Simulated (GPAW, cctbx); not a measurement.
## TiBe2Pb2: what bonding does to one electron reflection, worked out

TiBe2Pb2, I4/mmm (no. 139), a = 3.5403 Å, b = 3.5403 Å, c = 14.9377 Å, α = 90.00°, β = 90.00°, γ = 90.00°.

| atom | mult. | x | y | z |
| --- | --- | --- | --- | --- |
| Pb1 | 4 | 0 | 0 | 0.3826 |
| Ti1 | 2 | 0 | 0 | 0 |
| Be1 | 4 | 1/2 | 0 | 1/4 |

The start was made by putting kin elements into a known structure type; the compound need not exist, or be stable, in this form.

A DFT run (GPAW, PBE, 450 eV, 7×7×7 k-points, Fermi–Dirac width 0.1 eV) gives the static X-ray structure factor of 004 as 246.449 e for the conventional cell; superposed free atoms give 247.149 e. **Problem.** Find the Fourier component V of the crystal potential and the two-beam extinction distance at 80 kV in both cases.

## 1. Geometry

The cell volume is Ω = 187.23 Å³ and d(004) = 3.7344 Å, so g = 1/d = 0.2678 Å⁻¹.

## 2. The nuclei

Electrons feel nuclei as well as electrons, so the nuclear charges are summed with the same phases.

Phase sums Σ exp(2πi h·x), turned so that the total is real and positive: Pb +3.928, Ti -2.000, Be -4.000. Then F_Z = 82 × (+3.928) + 22 × (-2.000) + 4 × (-4.000) = 262.06 e. The electron term has the same sign for this reflection.

## 3. Mott–Bethe

Poisson's equation, term by term, gives V = (e/4πε₀)(F_Z − F)/(πΩg²), with e/4πε₀ = 14.3996 V Å.

The prefactor is 14.3996 × 3.7344²/(π × 187.23) = 0.34140 V per electron. Free atoms: (262.06 − 247.149) × 0.34140 = 5.092 V. Crystal: (262.06 − 246.449) × 0.34140 = 5.331 V. F changes by -0.28 % and V by +4.7 %: the same 0.70 e is measured against F_Z − F = 14.9 e in place of F = 247.1 e.

## 4. Extinction distance

In the two-beam case ξ = 1/(λU) with U = 2γm₀eV/h², that is ξ = 150.41 V Å²/(γλV).

At 80 kV, λ = 0.04176 Å and γ = 1.1566. Free atoms: ξ = 612 Å. Crystal: ξ = 584 Å. The thickness fringes go as sin²(πt/ξ), so the two patterns slip by a quarter of a period when t|1/ξ₁ − 1/ξ₀| = 1/4, at t ≈ 326 nm. Thermal motion, absorption and many-beam coupling, left out here, change a real pattern.

## 5. Answer

V(004) is 5.33 V against 5.09 V, and ξ is 584 against 612 Å. Limits: static atoms, two beams.
